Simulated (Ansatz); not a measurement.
# Structural relaxation of generalised stacking fault on (111) (glide set) of a Ge-Si solid solution (72 atoms)

How does generalised stacking fault on (111) (glide set) of a Ge-Si solid solution (72 atoms) relax, and what do bonds, charges and levels look like afterwards?

Main program and level: Ansatz 0.2.0; Kohn-Sham DFT, PBE, PAW (set soft_2), plane waves.

### Step 1. Set-up

The cell holds 72 atoms: 51 Ge and 21 Si. Cell: a = 6.849 Å, b = 11.862 Å, c = 19.604 Å, α = 90.0°, β = 86.7°, γ = 90.0°. It derives from Ge and Si. Diamond-structure Ge lattice (a = 5.5919 Å, the value set for the mixture), cell with z along [111], 1 x 3 x 2 periods; the third cell vector is tilted by 0.167 of 1/2[11-2] and lengthened by 0.2 Å, so the cell holds one fault (glide set); displaced by a Gaussian of 0.01 Å; 21 of 72 Ge sites given to Si at random (lattice constant by Vegard's rule between Ge and Si).

Limits known from the start: Atoms were free to move along the slip, so the relaxation can undo part or all of it. The host structure and its lattice constant were typed by rule, without a check against the phase diagram.

### Step 2. Single point at the start

The forces at the start show how far the geometry lies from a minimum of this functional.

input.yaml

```yaml
crystal:
  lattice:
    - [6.84865, 0.0, 0.0]
    - [0.0, 11.86221, 0.0]
    - [1.14146, 0.0, 19.57091]
  atoms:
    - { symbol: Ge, position: [0.49503, 0.16762, 0.0209] }
    - { symbol: Ge, position: [0.4741, 0.16677, 0.14499] }
    - { symbol: Ge, position: [0.80159, 0.16683, 0.18546] }
    - { symbol: Si, position: [0.78018, 0.16645, 0.30862] }
    - { symbol: Si, position: [0.99728, 0.00021, 0.02095] }
    - { symbol: Ge, position: [0.97587, 0.99899, 0.14373] }
    - { symbol: Si, position: [0.30016, 0.9999, 0.18511] }
    - { symbol: Ge, position: [0.27922, 0.00087, 0.31042] }
    - { symbol: Ge, position: [0.60802, 0.00085, 0.35052] }
    - { symbol: Si, position: [0.58673, 0.00022, 0.47445] }
    - { symbol: Si, position: [0.49683, 0.50021, 0.02067] }
    - { symbol: Si, position: [0.47871, 0.49971, 0.14401] }
    - { symbol: Ge, position: [0.80118, 0.50021, 0.18627] }
    - { symbol: Ge, position: [0.78057, 0.49976, 0.30857] }
    - { symbol: Si, position: [0.99685, 0.3347, 0.02084] }
    - { symbol: Ge, position: [0.97502, 0.33449, 0.14516] }
    - { symbol: Ge, position: [0.30216, 0.33224, 0.186] }
    - { symbol: Si, position: [0.28079, 0.33256, 0.30957] }
    - { symbol: Ge, position: [0.60816, 0.33365, 0.35017] }
    - { symbol: Si, position: [0.58636, 0.33388, 0.47416] }
    - { symbol: Ge, position: [0.10596, 0.16623, 0.35066] }
    - { symbol: Ge, position: [0.08598, 0.16713, 0.47498] }
    - { symbol: Si, position: [0.41384, 0.1674, 0.51569] }
    - { symbol: Si, position: [0.39625, 0.16727, 0.63986] }
    - { symbol: Ge, position: [0.7197, 0.16585, 0.68014] }
    - { symbol: Si, position: [0.69947, 0.16518, 0.80394] }
    - { symbol: Ge, position: [0.91322, 0.00054, 0.51573] }
    - { symbol: Ge, position: [0.89058, 0.0006, 0.63968] }
    - { symbol: Si, position: [0.21804, 0.99973, 0.68087] }
    - { symbol: Ge, position: [0.20031, 0.99954, 0.80449] }
    - { symbol: Ge, position: [0.52536, 0.00194, 0.84568] }
    - { symbol: Si, position: [0.50553, 0.99883, 0.96892] }
    - { symbol: Ge, position: [0.49632, 0.83278, 0.0208] }
    - { symbol: Si, position: [0.4772, 0.83254, 0.14464] }
    - { symbol: Ge, position: [0.80181, 0.83283, 0.18601] }
    - { symbol: Ge, position: [0.78387, 0.83216, 0.30854] }
    - { symbol: Ge, position: [0.99992, 0.66635, 0.02112] }
    - { symbol: Ge, position: [0.97641, 0.66772, 0.14416] }
    - { symbol: Ge, position: [0.30153, 0.6677, 0.18586] }
    - { symbol: Ge, position: [0.2832, 0.66774, 0.30956] }
    - { symbol: Ge, position: [0.60807, 0.66586, 0.35072] }
    - { symbol: Ge, position: [0.58989, 0.66727, 0.47475] }
    - { symbol: Ge, position: [0.10549, 0.50185, 0.35025] }
    - { symbol: Ge, position: [0.08473, 0.49947, 0.47455] }
    - { symbol: Ge, position: [0.4161, 0.50011, 0.51615] }
    - { symbol: Ge, position: [0.39039, 0.50034, 0.63859] }
    - { symbol: Ge, position: [0.72037, 0.49929, 0.68116] }
    - { symbol: Ge, position: [0.69876, 0.50134, 0.80385] }
    - { symbol: Si, position: [0.91424, 0.33334, 0.51632] }
    - { symbol: Si, position: [0.89371, 0.33322, 0.63928] }
    - { symbol: Ge, position: [0.21988, 0.33457, 0.67984] }
    - { symbol: Ge, position: [0.19677, 0.33329, 0.80468] }
    - { symbol: Ge, position: [0.52647, 0.33334, 0.84557] }
    - { symbol: Ge, position: [0.50394, 0.3334, 0.96947] }
    - { symbol: Ge, position: [0.02543, 0.16743, 0.8461] }
    - { symbol: Ge, position: [0.00694, 0.16669, 0.96899] }
    - { symbol: Ge, position: [0.10708, 0.83276, 0.34939] }
    - { symbol: Ge, position: [0.08604, 0.83322, 0.47452] }
    - { symbol: Ge, position: [0.41228, 0.83287, 0.51494] }
    - { symbol: Ge, position: [0.3914, 0.83405, 0.63959] }
    - { symbol: Ge, position: [0.72139, 0.83473, 0.68029] }
    - { symbol: Ge, position: [0.69971, 0.83299, 0.80497] }
    - { symbol: Ge, position: [0.91291, 0.66637, 0.51505] }
    - { symbol: Ge, position: [0.8932, 0.66774, 0.63969] }
    - { symbol: Ge, position: [0.21964, 0.66596, 0.68025] }
    - { symbol: Ge, position: [0.19998, 0.66689, 0.80435] }
    - { symbol: Ge, position: [0.52572, 0.66607, 0.84572] }
    - { symbol: Si, position: [0.50591, 0.66567, 0.96911] }
    - { symbol: Si, position: [0.02434, 0.4992, 0.8467] }
    - { symbol: Si, position: [0.007, 0.50099, 0.96973] }
    - { symbol: Ge, position: [0.02654, 0.83368, 0.84522] }
    - { symbol: Si, position: [0.00438, 0.83374, 0.969] }
kpoints:
  mp_grid: { grid: [2, 1, 1] }
hamiltonian:
  xc: pbe
scf:
  occupations: { method: gaussian, width: 0.05 }
output:
  forces: true
  stress: true
  populations: true
  dos:
    method: { smearing: { sigma: 0.08 } }
    de: 0.1
    projected: { site_lists: { Ge: [Ge], Si: [Si] } }
  eigenvalues: true
```

Run with:

```console
> ansatz run input.yaml --threads 4 --pin off --max-ram 8192MiB --backend cpu --events-out ev --progress --plain --runs-dir out
```

Numbers of over 12 decimals in the logs are rounded to 6 here.

Output:

```text
Engine: ansatz 0.2.0, x86_64-unknown-linux-gnu
Pseudopotentials: kind: paw
Pseudopotential: Ge, paw, valence charge 14, recommended cutoff 420 eV (normal), Ge.paw.azcp
Pseudopotential: Si, paw, valence charge 4, recommended cutoff 420 eV (normal), Si.paw.azcp
[... 5 lines on functional and potentials left out ...]
Crystal: 72 atoms, lattice volume = 1589.943 Å³
Basis set: ecut = 420 eV, 31137 PW (Γ), exchange–correlation on 96×160×270 points (8 copies of the dense FFT grid, shifted against one another)
Bands: 479, of which v1, the nominal top of the filled ones, is band 399 counted from 1 (398 counted from 0)
Symmetry: 1 space group operations
Space group: P1 (ITA 1), of the structure as read, at distance tolerance 1.2e-4 Å
k-points: 2
[... 5 lines on functional and potentials left out ...]
Initial density: superposition of atomic densities (neutral atoms: chi_scale 0, normalization atom), corrected by the library's trained network
Initial wavefunctions: pseudopotential atomic-orbital guess
Functional: x = pbe(κ = 0.804, μ = 0.219515), c = pbe(β = 0.066725)
SCF iter   1: F=—  HF=-232381.078885 eV  |F-HF|=—  |Δ(HF+E_count)|=         —  Δρ=3.07e-3  dr2=1.34e0  ethr=1.77e-3  ⟨swp⟩=5.5  Hψ=3346  notcnv=0  defer=84
preconditioner: auto → Resta (q_TF=auto, 2.432 Å⁻¹)  ε∞=2.7  [insulator: Δε(μ)=0.324 eV  Ē_g=20.304 eV  σ=0.050 eV  W_gap=1.00  n_scr=394 (ndim 8)  ℏωp=26.3 eV  f_vac=0.022  D(μ)=0.00/eV (n_scr^D=0)  ε∞_Penn≈2.7]
SCF iter   2: F=—  HF=-232381.077450 eV  |F-HF|=—  |Δ(HF+E_count)|=   1.43e-3  Δρ=2.72e-3  dr2=3.71e0  ethr=1.68e-4  ⟨swp⟩=2.0  Hψ=1155  notcnv=0  defer=133
preconditioner: auto → LDOS  [metal: Δε(μ)=0.042 eV  Ē_g=20.311 eV  σ=0.050 eV  W_gap=0.44  n_scr=394 (ndim 8)  ℏωp=26.3 eV  f_vac=0.022  D(μ)=23.70/eV (n_scr^D=118)  β→1.0]
SCF iter   3: F=—  HF=-232380.923572 eV  |F-HF|=—  |Δ(HF+E_count)|=   1.54e-1  Δρ=1.01e-3  dr2=2.37e-1  ethr=1.68e-4  ⟨swp⟩=6.0  Hψ=2681  notcnv=0  defer=143
SCF iter   4: F=—  HF=-232380.905887 eV  |F-HF|=—  |Δ(HF+E_count)|=   1.77e-2  Δρ=5.50e-4  dr2=3.72e-2  ethr=2.97e-5  ⟨swp⟩=2.0  Hψ=982  notcnv=0  defer=143
SCF iter   5: F=—  HF=-232380.900194 eV  |F-HF|=—  |Δ(HF+E_count)|=   5.69e-3  Δρ=1.60e-4  dr2=6.45e-3  ethr=4.67e-6  ⟨swp⟩=3.0  Hψ=1611  notcnv=0  defer=143
SCF iter   6: F=—  HF=-232380.899591 eV  |F-HF|=—  |Δ(HF+E_count)|=   6.03e-4  Δρ=6.35e-5  dr2=7.03e-4  ethr=8.09e-7  ⟨swp⟩=2.0  Hψ=1013  notcnv=0  defer=143
SCF iter   7: F=—  HF=-232380.899533 eV  |F-HF|=—  |Δ(HF+E_count)|=   5.86e-5  Δρ=2.62e-5  dr2=4.01e-5  ethr=8.81e-8  ⟨swp⟩=2.5  Hψ=1046  notcnv=0  defer=143
SCF iter   8: F=—  HF=-232380.899602 eV  |F-HF|=—  |Δ(HF+E_count)|=   6.92e-5  Δρ=9.42e-6  dr2=7.69e-6  ethr=5.03e-9  ⟨swp⟩=3.0  Hψ=1867  notcnv=0  defer=143
SCF iter   9: F=—  HF=-232380.899602 eV  |F-HF|=—  |Δ(HF+E_count)|=   2.75e-8  Δρ=3.40e-6  dr2=4.05e-7  ethr=9.64e-10  ⟨swp⟩=2.0  Hψ=1013  notcnv=0  defer=143
SCF iter  10: F=-232380.899602 eV  HF=-232380.899602 eV  |F-HF|=2.36e-9  |Δ(HF+E_count)|=   2.84e-8  Δρ=1.39e-6  dr2=4.08e-8  ethr=1.25e-11  ⟨swp⟩=12.5  Hψ=5157  notcnv=0
SCF 1 converged in 10 iterations: F = -232380.899602 eV  dr2 = 4.08e-8
  greatest PAW one-centre occupation: 0.998 electrons in one spin orbital (limit 2), on the Ge atom at site 53 (counted from 0), in its partial waves of l = 2
SCF converged after 10 iterations
Free energy (F): -232380.899602 eV
Harris-Foulkes:  -232380.899602 eV  (|F-HF|=2.36e-9)
Internal energy: -232380.899593 eV  (E = F + TS)
E sigma→0 (E₀):  -232380.899597 eV
Entropy (-TS):   -0.000009 eV (-0.000 meV/atom)
Fermi energy:    8.224789 eV
--- Per-component energies (eV) ---
  E_band       = -7854.204281
  E_kinetic    = 6543.252442
  E_local      = -146045.956505  (includes V_loc(G=0)·N_el)
  E_nonlocal   = 21912.348872
  E_hartree    = 65032.081549
  E_xc         = -5012.817591
  E_vxc        = -4277.412405  (∫ρ·V_xc dr)
  E_paw        = -113801.554540  (= ΣΔE_a)
  E_vpaw       = -16050.609703  (= ΣTr[D̂ρ^β])
  E_aug_tail   = 0.015347  (compensation charges beyond the density's cutoff)
  E_ewald      = -61008.269167
  E_smearing   = -0.000009  (= −TS)
  E_closure    = 0.000000  (closes the sum)
  Σ components = -232380.899602   (vs F -232380.899602, Δ=0.00e0)
--- Forces (eV/Å), atoms counted from 1 ---
  atom   1  Ge    -0.05344800    -1.14213069     1.11917796
  atom   2  Ge    -0.17063427    -0.52215004    -0.05514729
  atom   3  Ge     0.05521912    -0.08055644     0.37845226
  atom   4  Si     0.06809391     0.07766826     0.07311932
  atom   5  Si    -0.04424974    -0.63007363     0.70211539
  atom   6  Ge     0.32018071     0.11127900    -0.27461530
  atom   7  Si     0.38243659    -0.40200734     0.03991863
  atom   8  Ge     0.13755329    -0.13299324    -0.81903474
  atom   9  Ge     0.24677399     0.13601806     0.31093281
  atom  10  Si    -0.17188724     0.37258523     0.08590468
  atom  11  Si    -0.01222524     0.52554088     1.36386607
  atom  12  Si    -0.29765813     0.07361536    -0.42709196
  atom  13  Ge    -0.31413324     0.18343443    -0.41487826
  atom  14  Ge    -0.00699018     0.02157859     0.15500226
[...]
atom  71  Ge    -0.00906294    -0.07574176     0.65957884
  atom  72  Si    -0.00408416     0.47073905    -0.79095138
  max |Σ_I F_I| component: 1.61e-5 eV/Å
--- Stress (GPa, compression-positive) ---
        0.642064      -0.009794       0.280362
       -0.009794       8.021878      -0.049208
        0.280362      -0.049208       2.372414
  P = ⅓ Tr σ = 3.6788 GPa (36.788 kbar)
--- Band table (eV) ---
  k-point 0: bands = ["-17.0097", "-16.9788", "-16.9708", "-16.9679", [... 463 levels ...], "11.6535", "11.6823", "11.7312", "11.7707", "11.8503", "11.8890", "12.0277", "12.0867", "12.1030", "12.1281", "12.1628", "12.3715"]
  k-point 1: bands = ["-17.0097", "-16.9789", "-16.9716", "-16.9643", [... 463 levels ...], "11.8823", "11.8997", "11.9339", "11.9457", "11.9846", "12.0207", "12.0430", "12.0672", "12.4793", "12.5174", "12.6907", "12.7334"]
--- Löwdin populations: 72 sites ---
  site symbol       q [e]
     0     Ge     14.0006
     1     Ge     13.9819
     2     Ge     13.9756
[...]
71     Si      3.9330
  spilling = 0.002493 (of n_electrons = 798.000000)
```

Wall time 65 s (4 threads of Intel Xeon Platinum 8259CL at 2.50GHz (Skylake/Cascade Lake), shared host); peak memory 6.8 GiB; 4 min of CPU time.

Read from the output:

| Item | Value |
| --- | --- |
| free energy | -232380.8996 eV |
| free energy per atom | -3227.5125 eV/atom |
| SCF cycles | 10 |
| pressure | 3.679 GPa |
| r.m.s. force component | 0.3901 eV/Å |
| longest force | 1.618 eV/Å |
| Fermi energy | 8.225 eV |
| gap (highest filled to lowest empty level) | 0.2833 eV |
| spilling of the projection | 0.002493 |

The r.m.s. force component of 0.39 eV/Å and the pressure of 3.7 GPa set the starting point.

Neighbours are counted within 2.83 Å (Ge-Ge), 2.83 Å (Ge-Si), 2.83 Å (Si-Si).

Length of the force by element and coordination:

```
element  coordination  atoms  mean length of the force (eV/Å)  spread  least   most
     Ge           all     51                            0.552   0.283  0.139    1.6
     Ge             3      5                             1.13   0.399  0.560    1.6
     Ge             4     46                            0.489   0.177  0.139  0.841
     Si           all     21                            0.702   0.372  0.127   1.62
     Si             3      7                             1.14   0.263  0.920   1.62
     Si             4     14                            0.484   0.176  0.127  0.781
```

### Step 3. Relaxation

The atoms are relaxed in the fixed cell, aiming at the force tolerance of the input.

input.yaml, the sections that differ from step 2:

```yaml
output:
  forces: true
relax:
  f_tol: 0.05
  max_steps: 90
# crystal, kpoints, hamiltonian, scf: as in step 2
```

Output:

```text
[...]
Crystal: 72 atoms, lattice volume = 1589.943 Å³
Basis set: ecut = 420 eV, 31137 PW (Γ), exchange–correlation on 96×160×270 points (8 copies of the dense FFT grid, shifted against one another)
Bands: 479, of which v1, the nominal top of the filled ones, is band 399 counted from 1 (398 counted from 0)
Symmetry: 1 space group operations
[...]
k-points: 2
[...]
SCF iter   1: F=—  HF=-232381.078885 eV  |F-HF|=—  |Δ(HF+E_count)|=         —  Δρ=3.07e-3  dr2=1.34e0  ethr=1.77e-3  ⟨swp⟩=5.5  Hψ=3346  notcnv=0  defer=84
[...]
SCF iter   7: F=-232380.899570 eV  HF=-232380.899606 eV  |F-HF|=3.60e-5  |Δ(HF+E_count)|=   5.22e-5  Δρ=2.64e-5  dr2=4.06e-5  ethr=7.83e-9  ⟨swp⟩=3.0  Hψ=2980  notcnv=0
SCF 1 converged in 7 iterations: F = -232380.899570 eV  dr2 = 4.06e-5
[...]
relax step   1: F+E_penalty+E_count = -232380.89957011 eV  Δ(F+E_penalty+E_count) = +0.000e0 eV  max|allowed force component| = 1.419e0 eV/Å  Δτ_max = 0.0000 Å  (7 SCF iters, dr2 threshold 6.25e-5 eV, accepted)
[...]
relax step   2: F+E_penalty+E_count = -232381.92451270 eV  Δ(F+E_penalty+E_count) = -1.025e0 eV  max|allowed force component| = 2.692e-1 eV/Å  Δτ_max = 0.0900 Å  (7 SCF iters, dr2 threshold 1.00e-4 eV, accepted)
[...]
relax step   3: F+E_penalty+E_count = -232381.98845174 eV  Δ(F+E_penalty+E_count) = -6.394e-2 eV  max|allowed force component| = 2.671e-1 eV/Å  Δτ_max = 0.0466 Å  (8 SCF iters, dr2 threshold 4.53e-6 eV, accepted)
relax step   4: F+E_penalty+E_count = -232382.57627093 eV  Δ(F+E_penalty+E_count) = -5.878e-1 eV  max|allowed force component| = 9.836e-1 eV/Å  Δτ_max = 0.2000 Å  (7 SCF iters, dr2 threshold 4.46e-6 eV, accepted)
relax step   5: F+E_penalty+E_count = -232384.39103961 eV  Δ(F+E_penalty+E_count) = -1.815e0 eV  max|allowed force component| = 1.445e0 eV/Å  Δτ_max = 0.1946 Å  (6 SCF iters, dr2 threshold 1.00e-4 eV, accepted)
relax step   6: F+E_penalty+E_count = -232386.67789592 eV  Δ(F+E_penalty+E_count) = -2.287e0 eV  max|allowed force component| = 1.402e0 eV/Å  Δτ_max = 0.1948 Å  (7 SCF iters, dr2 threshold 1.00e-4 eV, accepted)
relax step   7: F+E_penalty+E_count = -232387.94811173 eV  Δ(F+E_penalty+E_count) = -1.270e0 eV  max|allowed force component| = 1.177e0 eV/Å  Δτ_max = 0.1942 Å  (6 SCF iters, dr2 threshold 1.00e-4 eV, accepted)
relax step   8: F+E_penalty+E_count = -232388.63634865 eV  Δ(F+E_penalty+E_count) = -6.882e-1 eV  max|allowed force component| = 4.417e-1 eV/Å  Δτ_max = 0.1949 Å  (6 SCF iters, dr2 threshold 1.00e-4 eV, accepted)
relax step   9: F+E_penalty+E_count = -232389.21158673 eV  Δ(F+E_penalty+E_count) = -5.752e-1 eV  max|allowed force component| = 1.152e-1 eV/Å  Δτ_max = 0.2000 Å  (6 SCF iters, dr2 threshold 2.75e-5 eV, accepted)
[...]
relax step  10: F+E_penalty+E_count = -232389.26759869 eV  Δ(F+E_penalty+E_count) = -5.601e-2 eV  max|allowed force component| = 4.386e-2 eV/Å  Δτ_max = 0.1448 Å  (8 SCF iters, accepted)
SCF converged after 8 iterations
Free energy (F): -232389.267599 eV
[...]
Internal energy: -232389.249825 eV  (E = F + TS)
E sigma→0 (E₀):  -232389.258712 eV
Entropy (-TS):   -0.017774 eV (-0.247 meV/atom)
Fermi energy:    8.045853 eV
[...]
--- Forces (eV/Å), atoms counted from 1 ---
  atom   1  Ge     0.00713311    -0.03694490    -0.01646992
  atom   2  Ge     0.04260907    -0.00894369     0.03222422
  atom   3  Ge     0.04385696     0.00624575     0.01228390
  atom   4  Si     0.01508784    -0.00375188    -0.00929449
  atom   5  Si    -0.01444297    -0.02299806     0.00892293
  atom   6  Ge     0.00950914    -0.00740781     0.01007232
  atom   7  Si    -0.00528977    -0.00646129     0.00501577
  atom   8  Ge     0.01650806     0.00228346     0.00351908
  atom   9  Ge    -0.01289858    -0.01848998     0.02234116
  atom  10  Si    -0.00555578    -0.01956605    -0.00522839
  atom  11  Si     0.02886106     0.00224455    -0.02783349
  atom  12  Si     0.02645506     0.00375306    -0.01579825
  atom  13  Ge     0.01010721    -0.02256602    -0.00259019
  atom  14  Ge     0.02869602    -0.00126534     0.00416038
[...]
atom  71  Ge    -0.01046012     0.01527320     0.00024058
  atom  72  Si    -0.00597574     0.01407473     0.02024202
  max |Σ_I F_I| component: 2.10e-5 eV/Å
--- Relaxed structure (10 steps of the walk, 10 accepted, 0 SCFs on fresh bases) ---
  F+E_penalty+E_count = -232389.26759869 eV   max|allowed force component| = 4.386e-2 eV/Å
  atoms:
    - { symbol: Ge, position: [0.419174, 0.165469, 0.015791] }
    - { symbol: Ge, position: [0.413444, 0.164278, 0.140945] }
    - { symbol: Ge, position: [0.745239, 0.165928, 0.184288] }
    - { symbol: Si, position: [0.749675, 0.167874, 0.307358] }
[...]
- { symbol: Si, position: [0.082760, 0.835437, 0.974971] }
```

It took 4.3 min on 4 threads; peak memory 4.3 GiB; 16 min of CPU time.

The program notes that it cut back its work space to fit the memory limit.

The steps of the relaxation:

```csv
step,energy less that of the first step (eV),largest force component (eV/Å)
1,0.0000,1.4186
2,-1.0249,0.2692
3,-1.0889,0.2671
4,-1.6767,0.9836
5,-3.4915,1.4452
6,-5.7783,1.4024
7,-7.0485,1.1773
8,-7.7368,0.4417
9,-8.3120,0.1152
10,-8.3680,0.0439
```

The atoms that moved most (Å):

```csv
atom,dx,dy,dz,length
Ge54,0.617,0.038,0.123,0.631
Ge37,-0.600,-0.006,-0.155,0.620
Si32,0.592,0.004,0.116,0.604
Si5,-0.582,-0.020,-0.120,0.595
Si11,-0.585,0.016,-0.086,0.592
Si70,0.581,-0.029,0.078,0.587
Ge33,-0.579,0.010,-0.089,0.586
Si72,0.544,0.020,0.117,0.556
```

The relaxation changed the energy by -116 meV/atom, and atoms moved by 0.37 Å r.m.s., 0.63 Å at most.

(Part 1 of 2 ends here.)

[Logs are printed without paths, hosts, clocks, repeated set-up lines and the standing remarks that a program may print on its own settings, such as how far it seeks lower states.]

[Hosts, paths, dates, database ids (printed as entryN), source tags and the programs' standing remarks are cut or masked in the printed files.]
